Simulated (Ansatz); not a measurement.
# Bi2Se3 quintuple layer monolayer in a perpendicular field

Aim: how the Bi2Se3 quintuple layer monolayer screens a field along its normal, and what the field does to its bands. A positive field points along +c.

Main program and level: Ansatz 0.2.0; plane-wave DFT, PBE-D3(BJ), Ansatz PAW, in the first sound run; inputs show where later runs differ.

The raw output is cut from this account; settings, times and results stay.

## (1) The system as given

The cell holds 5 atoms: 3 Se and 2 Bi. Cell: a = 4.190 Å, b = 4.190 Å, c = 25.200 Å, α = 90.0°, β = 90.0°, γ = 120.0°. Vacuum lies along c.

## (2) Relaxing the slab

The starting cell is a guess, so the in-plane lattice and the atoms are relaxed first, with the slab cut off from its images along the normal. The program lengthens the vector along the normal by itself, so c and the volume that it reports differ from the typed ones.

File input.yaml:

```yaml
crystal:
  lattice:
    - [4.19, 0.0, 0.0]
    - [-2.095, 3.6286464419, 0.0]
    - [0.0, 0.0, 25.2]
  atoms:
    - { symbol: Se, position: [0.3333333333, 0.6666666667, 0.3571428571] }
    - { symbol: Bi, position: [0.6666666667, 0.3333333333, 0.4226190476] }
    - { symbol: Se, position: [0.0, 0.0, 0.5] }
    - { symbol: Bi, position: [0.3333333333, 0.6666666667, 0.5773809524] }
    - { symbol: Se, position: [0.6666666667, 0.3333333333, 0.6428571429] }
  periodic: [true, true, false]
kpoints:
  mp_grid: { grid: [12, 12, 1] }
hamiltonian:
  xc: pbe
  dispersion: d3bj
scf:
  occupations: { method: fermi_dirac, width: 0.05 }
  convergence: { dr2_threshold: 1.0e-09 }
relax:
  f_tol: 0.004
  max_steps: 90
  cell: {}
output:
  write_potential: true
  write_density: true
  volumetric_format: npy
```

Launch:

```sh
$ ansatz run input.yaml --threads 4 --pin off --max-ram 6144MiB --backend cpu --events-out ev --progress --plain --runs-dir out
```

It took 47 s on 4 threads of Arm Neoverse V2, shared host; peak memory 1.2 GiB; 3 min of CPU time.

Step by step:

| step | energy less that of the first step (eV) | largest force component (eV/Å) | volume (Å³) |
| --- | --- | --- | --- |
| 1 | 0.0000 | 0.6557 | 580.79 |
| 2 | -0.0458 | 0.5708 | 569.14 |
| 3 | -0.0953 | 0.0116 | 567.53 |
| 4 | -0.0968 | 0.0056 | 563.91 |
| 5 | -0.0969 | 0.0226 | 563.00 |
| 6 | -0.0970 | 0.0009 | 562.58 |
| 7* | -0.0963 | 0.0010 | 562.58 |

Relaxation steps marked * repeat the geometry before them on a plane-wave basis chosen anew for their cell, so energy and pressure can jump there.

Forces are held to the 12 operations that the program found; a distortion that breaks them can't arise in this run.

| cell as run | before | after | change |
| --- | --- | --- | --- |
| a (Å) | 4.190 | 4.124 | -1.6 % |
| b (Å) | 4.190 | 4.124 | -1.6 % |

The atoms that moved most (Å, along periodic axes as changes of fractional coordinates times the final cell, across vacuum about the mean position):

| atom | dx | dy | dz | length |
| --- | --- | --- | --- | --- |
| Se1 | 0.000 | 0.000 | 0.082 | 0.082 |
| Se5 | 0.000 | 0.000 | -0.082 | 0.082 |
| Bi4 | 0.000 | 0.000 | -0.012 | 0.012 |
| Bi2 | 0.000 | 0.000 | 0.012 | 0.012 |

The relaxed structure:

```xyz
5
Lattice="4.1238 0.0000 0.0000 -2.0619 3.5713 0.0000 0.0000 0.0000 38.2000" Properties=species:S:1:pos:R:3
Se    0.0000    2.3809    9.0819
Bi    2.0619    1.1904   10.6617
Se    0.0000    0.0000   12.6000
Bi    0.0000    2.3809   14.5383
Se    2.0619    1.1904   16.1181
```

The lattice constant a goes from 4.190 to 4.124 Å.

## (3) Atoms held, field 0

A sawtooth potential applies the field, turning back in the middle of the vacuum. With the dipole correction the typed value is the field outside the slab. The induced dipole is small, so the SCF threshold is tight.

The cell differs from the one that the last finished run ended in (c 38.200 → 25.036 Å).

File input.yaml:

```yaml
crystal:
  lattice:
    - [4.1237792658, 0.0, 0.0]
    - [-2.0618896329, 3.5712976038, 0.0]
    - [0.0, 0.0, 25.0362596234]
  atoms:
    - { symbol: Se, position: [0.3333333333, 0.6666666667, 0.3594786176] }
    - { symbol: Bi, position: [0.6666666667, 0.3333333333, 0.4225813309] }
    - { symbol: Se, position: [0.0, 0.0, 0.5] }
    - { symbol: Bi, position: [0.3333333333, 0.6666666667, 0.5774186691] }
    - { symbol: Se, position: [0.6666666667, 0.3333333333, 0.6405213824] }
kpoints:
  mp_grid: { grid: [12, 12, 1] }
  band_path:
    path: [[0, 0, 0], [0.5, 0, 0], [0.33333333, 0.33333333, 0], [0, 0, 0]]
    npoints: 16
hamiltonian:
  xc: pbe
  dispersion: d3bj
scf:
  occupations: { method: fermi_dirac, width: 0.02585 }
  convergence: { dr2_threshold: 1.0e-10 }
efield:
  axis: 3
  dipole_correction: true
  ramp_position: 0.97
  ramp_width: 0.06
  amplitude: 0
output:
  dos: { projected: true, e_range: [-6, 5] }
  bader: true
  write_potential: true
  write_density: true
  volumetric_format: npy
  elf: true
```

The job ended after 24 s (4 threads; peak memory 1 GiB; 93 s of CPU time).

Read from the output:

```
dipole along the normal            : 5.59e-7 e·Å
gap along the path                 : 0.9493 eV
smallest direct gap along the path : 1.303 eV
ionisation energy, upper face      : 5.944 eV
electron affinity, upper face      : 4.995 eV
gap, the smaller of path and mesh  : 0.9444 eV
```

Running mean over a fixed 2.6 Å (it still follows the layers) of the planar mean; the ramp of the sawtooth is left out. Electron's electrostatic potential energy less the Fermi level against z:

| z (Å) | electron's electrostatic potential energy less the Fermi level (eV) |
| --- | --- |
| 3.5 | 5.43 |
| 4.0 | 5.43 |
| 4.5 | 5.43 |
| 5.0 | 5.43 |
| 5.5 | 5.42 |
| 6.0 | 5.40 |
| 6.5 | 5.29 |
| 7.0 | 4.80 |
| 7.5 | 3.70 |
| 8.0 | 2.30 |
| 8.5 | 0.612 |
| 9.0 | -1.84 |
| 9.5 | -4.84 |
| 10.0 | -6.30 |
| 10.5 | -6.27 |
| 11.0 | -5.98 |
| 11.5 | -5.10 |
| 12.0 | -3.15 |
| 12.5 | -1.72 |
| 13.0 | -2.99 |
| 13.5 | -4.99 |
| 14.0 | -5.94 |
| 14.5 | -6.26 |
| 15.0 | -6.32 |
| 15.5 | -5.02 |
| 16.0 | -2.06 |
| 16.5 | 0.468 |
| 17.0 | 2.19 |
| 17.5 | 3.60 |
| 18.0 | 4.74 |
| 18.5 | 5.28 |
| 19.0 | 5.40 |
| 19.5 | 5.42 |
| 20.0 | 5.43 |
| 20.5 | 5.43 |
| 21.0 | 5.43 |
| 21.5 | 5.43 |

The density of states has structure finer than the step of the table below, so its rows give means over 0.2 eV. Peaks (eV: height): -4.81: 10.2, -3.77: 11.1, -1.59: 25.5, -0.84: 8.17, -0.57: 15.1, 1.86: 9.24, 2.05: 8.47.

Density of states against energy, zero at the Fermi level of the run, which the smearing sets inside the gap; means over each step:

| energy (eV) | density of states (states/eV a cell) |
| --- | --- |
| -5.4 | 0 |
| -5.2 | 0.393 |
| -5.0 | 1.89 |
| -4.8 | 2.91 |
| -4.6 | 1.39 |
| -4.4 | 1.84 |
| -4.2 | 1.77 |
| -4.0 | 2.54 |
| -3.8 | 4.49 |
| -3.6 | 4.33 |
| -3.4 | 4.54 |
| -3.2 | 4.07 |
| -3.0 | 4.32 |
| -2.8 | 4.65 |
| -2.6 | 5.74 |
| -2.4 | 4.37 |
| -2.2 | 3.91 |
| -2.0 | 2.89 |
| -1.8 | 3.32 |
| -1.6 | 6.83 |
| -1.4 | 4.66 |
| -1.2 | 5.16 |
| -1.0 | 4.06 |
| -0.8 | 6.54 |
| -0.6 | 5.20 |
| -0.4 | 0.0388 |
| -0.2 | 0 |
| 0.0 | 0 |
| 0.2 | 0 |
| 0.4 | 0.00493 |
| 0.6 | 0.0720 |
| 0.8 | 0.163 |
| 1.0 | 0.317 |
| 1.2 | 1.58 |
| 1.4 | 2.72 |
| 1.6 | 2.75 |
| 1.8 | 4.57 |
| 2.0 | 5.45 |
| 2.2 | 3.55 |

Projected DOS per atom over height of the atomic layer and energy from the Fermi level. Layers: Se Bi Se Bi Se from below.

Ten even steps from '_' (0.00 states/eV) to '@' (2.00 states/eV), each cell a mean:
```
--**__**--
==##__##==
::==__==::
__..__..__
__________
__________
__________
::__..__::
##..##..##
**__@@__**
##__%%__##
==..::..==
**------**
**==--==**
==--==--==
==========
::--==--::
..::--::..
....::....
__..::..__
__________
__________
```
Columns: height of the atomic layer (Å) from 9 to 16.0 (not evenly spaced); rows upwards: energy from the Fermi level (eV) from -5.96 to 2.41.

Electronic bands along the path, in eV, zero at the Fermi level of the run, which the smearing sets inside the gap:

| point | band 36 | band 37 | band 38 | band 39 | band 40 | band 41 | band 42 | band 43 |
| --- | --- | --- | --- | --- | --- | --- | --- | --- |
| Γ | -1.25 | -1.15 | -1.15 | -0.87 | 0.44 | 1.68 | 1.68 | 2.19 |
| halfway | -1.75 | -1.46 | -1.15 | -0.54 | 1.20 | 2.23 | 2.28 | 2.90 |
| M | -2.30 | -1.57 | -1.31 | -1.09 | 1.21 | 2.33 | 2.35 | 3.08 |
| halfway | -2.66 | -1.60 | -1.21 | -0.80 | 1.83 | 2.01 | 2.64 | 3.54 |
| K | -2.80 | -1.84 | -0.91 | -0.91 | 1.79 | 2.60 | 2.60 | 3.85 |
| halfway | -2.08 | -1.39 | -0.76 | -0.71 | 1.70 | 1.93 | 2.46 | 2.80 |
| Γ | -1.25 | -1.15 | -1.15 | -0.87 | 0.44 | 1.68 | 1.68 | 2.19 |

Electrostatic potential energy in the ca plane at fractional y = 0.333, with atoms of Bi and Se within 0.2 Å of it. With pseudopotentials it is smooth inside the atoms' cores, unlike the true potential.

Values in eV, 6 rows by 16 columns, each cell a mean:
```
  6   6   6   6   6   5   5   1 -16 -14   2   3   2  -2 -10   2
  6   6   6   6   6   5   5  -2 -35 -33   0   4   3 -10 -10  -6
  6   6   6   6   6   5   5  -1 -33 -30   0   4   3  -8 -14  -4
  6   6   6   6   6   5   4   2  -8  -7   2   3   1  -1  -4   3
  6   6   6   6   6   5   3   1   2   2   1   1  -4  -2   3   5
  6   6   6   6   6   5   4   1   1   1   1   1  -3  -1   3   5
```
Columns run along c (16.0 Å, from fractional 0.07 to 0.71 of the cell; values clipped at the 3rd and 97th percentile), rows up along a (4.1 Å). Atoms in or near the plane, at fractional coordinates: Bi at (0.42, 0.67), Se at (0.64, 0.67).

Valence density in the ca plane at fractional y = 0.333, with atoms of Bi and Se within 0.2 Å of it. It is the smooth field of the valence electrons, not physical close to the nuclei.

Ten steps, logarithmic in the rise over the least value, from '0' (0 e/Å³) to '9' (34 e/Å³), each cell a mean:
```
00000000000000000000001111100000000001111100
00000000000000000000012344210000000011343210
00000000000000000000013565410000000012587410
00000000000000000000014666420000000013798520
00000000000000000000013565410000000012576310
00000000000000000000012343210000000011233210
00000000000000000000001111100000000001111000
00000000000000000000110000000110000100000000
00000000000000000001110000001111111110000000
00000000000000000001110000001111111110000000
00000000000000000000110000000110000100000000
```
Columns run along c (16.0 Å, from fractional 0.07 to 0.71 of the cell), rows up along a (4.1 Å). Atoms in or near the plane, at fractional coordinates: Bi at (0.42, 0.67), Se at (0.64, 0.67).

ELF in the ca plane at fractional y = 0.333, with atoms of Bi and Se within 0.2 Å of it. It is the smooth field of the valence electrons, not physical close to the nuclei.

Ten even steps from '0' (0.00) to '9' (0.86), each cell a mean:
```
00000000000000001234433444322443111246888876
00000000000000000011234444532111001368889998
00000000000000000000234212442100001478646999
00000000000000000000234121453100001478514999
00000000000000000001234322542100001478757999
00000000000000000112234445432111001358889997
00000000000000001345543344323443212235788875
00000000000000013577764322236775323333444421
00000000000000125788875311147886333432111000
00000000000000124688875311147886333332211000
00000000000000013567764322235775323333455432
```
Columns run along c (16.0 Å, from fractional 0.07 to 0.71 of the cell), rows up along a (4.1 Å). Atoms in or near the plane, at fractional coordinates: Bi at (0.42, 0.67), Se at (0.64, 0.67).

The gap is 0.94 eV, with the valence edge 5.94 eV and the conduction edge 4.99 eV under the upper vacuum level. Spin-orbit coupling, left out in this run, matters for the bands of elements this heavy.

## (4) Atoms held, field 0.1 V/Å

Edit input.yaml of step 3 so:

```diff
@@ -27,6 +27,4 @@
   ramp_width: 0.06
-  amplitude: 0
+  amplitude: 0.1
 output:
-  dos: { projected: true, e_range: [-6, 5] }
-  bader: true
   write_potential: true
@@ -34,2 +32 @@
   volumetric_format: npy
-  elf: true
```

The job ended after 19 s (4 threads; peak memory 0.9 GiB; 74 s of CPU time).

The dipole is 0.0728 e·Å, and the gap 0.944 eV.

## (5) Single point, field -0.1 V/Å

Edit input.yaml of step 4 so:

```diff
@@ -27,3 +27,3 @@
   ramp_width: 0.06
-  amplitude: 0.1
+  amplitude: -0.1
 output:
```

Wall time 19 s (4 threads); peak memory 0.9 GiB.

The dipole is -0.0728 e·Å, and the gap 0.944 eV.

## (6) Single point, field 0.2 V/Å

Edit input.yaml of step 5 so:

```diff
@@ -27,3 +27,3 @@
   ramp_width: 0.06
-  amplitude: -0.1
+  amplitude: 0.2
 output:
```

Run time: 18 s. Hardware: 4 threads; peak memory 0.9 GiB; 71 s of CPU time.

The dipole is 0.146 e·Å, and the gap 0.944 eV.

## (7) Single point, field -0.2 V/Å

Edit input.yaml of step 6 so:

```diff
@@ -27,3 +27,3 @@
   ramp_width: 0.06
-  amplitude: 0.2
+  amplitude: -0.2
 output:
```

Elapsed: 18 s, on 4 threads; peak memory 0.9 GiB.

The dipole is -0.146 e·Å, and the gap 0.944 eV.

## (8) Single point, field 0.35 V/Å

Edit input.yaml of step 7 so:

```diff
@@ -27,4 +27,6 @@
   ramp_width: 0.06
-  amplitude: -0.2
+  amplitude: 0.35
 output:
+  dos: { projected: true, e_range: [-6, 5] }
+  bader: true
   write_potential: true
@@ -32 +34,2 @@
   volumetric_format: npy
+  elf: true
```

The job ended after 25 s (4 threads; peak memory 1 GiB; 100 s of CPU time).

The dipole is 0.255 e·Å, and the gap 0.942 eV.

## (9) Response, atoms held

This step: plane-wave DFT, PBE-D3(BJ), Ansatz PAW; response to a field along the normal, atoms held (Ansatz 0.2.0).

The dipoles give the slope, and the difference of two potentials shows where the field is screened.

This step gave:

```yaml
equivalent_conductor_thickness_p_eps_0ae: 8.940 Å
distance_between_the_outer_atoms: 7.036 Å
```

Table of dipole of the cell by applied field:

| applied field (V/Å) | dipole of the cell (e·Å) |
| --- | --- |
| -0.200 | -0.146 |
| -0.100 | -0.0728 |
| 0.000 | 5.6e-7 |
| 0.100 | 0.0728 |
| 0.200 | 0.146 |
| 0.350 | 0.255 |

Local field over the applied field, running mean. From the potentials at -0.1 and 0.1 V/Å; running mean over 2.5 Å. The local field over applied field by z:

z (Å), local field over applied field and a bar:
```
        5      0.996 ##############################
        6      0.969 #############################
        7      0.817 ########################
        8      0.491 ##############
        9      0.162 ####
       10      0.038 
       11      0.035 
       12      0.041 
       13      0.041 
       14      0.036 
       15      0.037 
       16      0.152 ####
       17      0.478 ##############
       18      0.807 ########################
       19      0.966 #############################
       20      0.996 ##############################
       21      1.000 ##############################
```

Electrons, planar mean, per unit field. Table of induced electron density by z:

z (Å), induced electron density (e/Å³ per V/Å) and a bar from the least value:
```
        5    0.00002 ###############
        6    0.00015 ################
        7    0.00105 ####################
        8    0.00338 ##############################
        9    0.00100 ###################
       10   -0.00025 ##############
       11   -0.00006 ###############
       12    0.00022 ################
       13   -0.00021 ##############
       14    0.00004 ###############
       15    0.00032 ################
       16   -0.00094 ###########
       17   -0.00339 
       18   -0.00112 ##########
       19   -0.00016 ##############
       20   -0.00002 ###############
       21    0.00000 ###############
```

The smaller of the gaps on the path and on the k-mesh, counted as 0 under 0.03 eV. Gap against applied field:

| applied field (V/Å) | gap (eV) |
| --- | --- |
| -0.200 | 0.944 |
| -0.100 | 0.944 |
| 0.000 | 0.944 |
| 0.100 | 0.944 |
| 0.200 | 0.944 |
| 0.350 | 0.942 |

By hand: between -0.1 and 0.1 V/Å the dipole changes by 0.1455 e·Å, a slope of 0.7276 e·Å²/V. A perfect conductor of thickness t has p = ε₀AEt, so t = 180.95 × 0.7276 / 14.727 = 8.94 Å (e/ε₀ = 180.95 V·Å, A in Å²).

The induced dipole is that of a conductor 8.94 Å thick.

## (10) Same geometry, cutoff 420 eV, functional LDA

This step: plane-wave DFT, LDA, Ansatz PAW (Ansatz 0.2.0).

The geometry is kept and the functional is LDA; other changes against the main runs: SCF threshold 1.0e-10 → 1.0e-09 eV, k-mesh 12×12×1 → 6×6×1 and no dispersion term, which doesn't act on the electrons.

Edit input.yaml of step 8 so:

```diff
@@ -12,12 +12,8 @@
 kpoints:
-  mp_grid: { grid: [12, 12, 1] }
-  band_path:
-    path: [[0, 0, 0], [0.5, 0, 0], [0.33333333, 0.33333333, 0], [0, 0, 0]]
-    npoints: 16
+  mp_grid: { grid: [6, 6, 1] }
 hamiltonian:
-  xc: pbe
-  dispersion: d3bj
+  xc: lda
 scf:
   occupations: { method: fermi_dirac, width: 0.02585 }
-  convergence: { dr2_threshold: 1.0e-10 }
+  convergence: { dr2_threshold: 1.0e-09 }
 efield:
@@ -27,6 +23,4 @@
   ramp_width: 0.06
-  amplitude: 0.35
+  amplitude: 0.1
 output:
-  dos: { projected: true, e_range: [-6, 5] }
-  bader: true
   write_potential: true
@@ -34,2 +28 @@
   volumetric_format: npy
-  elf: true
```

It took 3.8 s on 4 threads; peak memory 0.69 GiB.

Numbers from this step:

- dipole along the normal: 0.07291 e·Å

The dipole is 0.0729 e·Å.

## (11) Same geometry, cutoff 420 eV, functional LDA (run 2)

The same run in the opposite field.

Edit input.yaml of step 10 so:

```diff
@@ -23,3 +23,3 @@
   ramp_width: 0.06
-  amplitude: 0.1
+  amplitude: -0.1
 output:
```

Elapsed: 3.6 s, on 4 threads; peak memory 0.68 GiB.

The dipole is -0.0729 e·Å.

## (12) Response at this level

This step: plane-wave DFT, LDA, Ansatz PAW; response to a field along the normal, atoms held (Ansatz 0.2.0).

The two signs of the field give the slope at this level.

This step gave:

```
equivalent conductor thickness p/(ε₀AE) : 8.959 Å
```

The induced dipole is that of a conductor 8.96 Å thick.

## (13) Same geometry, cutoff 420 eV, functional PBE

This step: plane-wave DFT, PBE, Ansatz PAW (Ansatz 0.2.0).

The geometry is kept and the functional is PBE; other changes against the main runs: SCF threshold 1.0e-10 → 1.0e-09 eV, k-mesh 12×12×1 → 6×6×1 and no dispersion term, which doesn't act on the electrons.

Edit input.yaml of step 11 so:

```diff
@@ -14,3 +14,3 @@
 hamiltonian:
-  xc: lda
+  xc: pbe
 scf:
@@ -23,3 +23,3 @@
   ramp_width: 0.06
-  amplitude: -0.1
+  amplitude: 0.1
 output:
```

Run time: 4.1 s. Hardware: 4 threads; peak memory 0.7 GiB.

The dipole is 0.0728 e·Å.

## (14) Same geometry, cutoff 420 eV, functional PBE (run 2)

Edit input.yaml of step 13 so:

```diff
@@ -23,3 +23,3 @@
   ramp_width: 0.06
-  amplitude: 0.1
+  amplitude: -0.1
 output:
```

The job ended after 4.1 s (4 threads; peak memory 0.7 GiB; 15 s of CPU time).

The dipole is -0.0728 e·Å.

## (15) Response at this level

This step: plane-wave DFT, PBE, Ansatz PAW; response to a field along the normal, atoms held (Ansatz 0.2.0).

The induced dipole is that of a conductor 8.95 Å thick.

[end of part 1 of 2]

[Long decimals in the printed logs are rounded to 6 places.]

[Logs are printed without paths, hosts, clocks, repeated set-up lines and the standing remarks that a program may print on its own settings, such as how far it seeks lower states.]

[Hosts, paths, dates, database ids (printed as entryN), source tags and the programs' standing remarks are cut or masked in the printed files.]

[Maps of the electrostatic potential energy from Ansatz leave out the sawtooth potential of an applied field or a dipole correction, so their vacuum need not be flat; planar profiles and work functions include it.]

[The density of states shown here was stored with 400 of the rows of the run's finer table, so its peaks can read low, often by over a quarter, or be missed, and its means over a window can be off by a tenth or more.]
